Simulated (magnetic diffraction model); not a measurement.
# YbSc: what an assumed order does to the neutron pattern

Space group Pm-3m (no. 221), a = 3.5440 Å.

```csv
site,atom,x,y,z
1b,Yb,1/2,1/2,1/2
1a,Sc,0,0,0
```

This is a made-up structure (elements placed in a structure type, unrelaxed), so the numbers test the method and describe no known phase.

Only Yb is taken to order (form factors of Yb3+); orders and moment sizes are assumed, and not adapted to the symmetry. Radiation: neutrons of λ = 2.567 Å, 5° to 90°; isotropic B of 0.14 Å² (Yb) and 0.14 Å² (Sc). Simulated constant-wavelength pattern: nuclear and magnetic terms add, the magnetic one as |2.695 fm × Σ f S⊥ exp(2πi Q·r) exp(−B s²)|², summed over all Q at one angle with the factor 1/(sin²θ cos θ). For collinear order S is the moment m, which repeats by lattice and centring translations R with the sign exp(−2πi k·R). Free-ion form factors, Sears's scattering lengths of 1992, no absorption; a label names one of the reflections at its angle. The strongest nuclear line in the range is 100, and lines under 0.2 are left out.

Assume the order k = (1/2 1/2 1/2), collinear moments along [100], 3.8 μB on Yb.

Q: Where does magnetic intensity appear, and how strong is it?

```tsv
2θ (°)	index	nuclear	magnetic
36.56	(1/2 1/2 1/2)	0.0	16.8
61.62	(1 1 0)	100.0	0.0
73.82	(3/2 1/2 1/2)	0.0	12.6
```

The strongest magnetic line in the range is (1/2 1/2 1/2) at 36.56° (16.8). On top of the Lorentz factor, which all lines share, magnetic lines fade with angle because f falls: for Yb3+ it is 0.97, 0.88, 0.76 and 0.51 at sin θ/λ = 0.1, 0.2, 0.3 and 0.5 Å⁻¹, while nuclear lengths stay constant. The order has no net moment.

[Logs are printed without paths, hosts, clocks, repeated set-up lines and the standing remarks that a program may print on its own settings, such as how far it seeks lower states.]
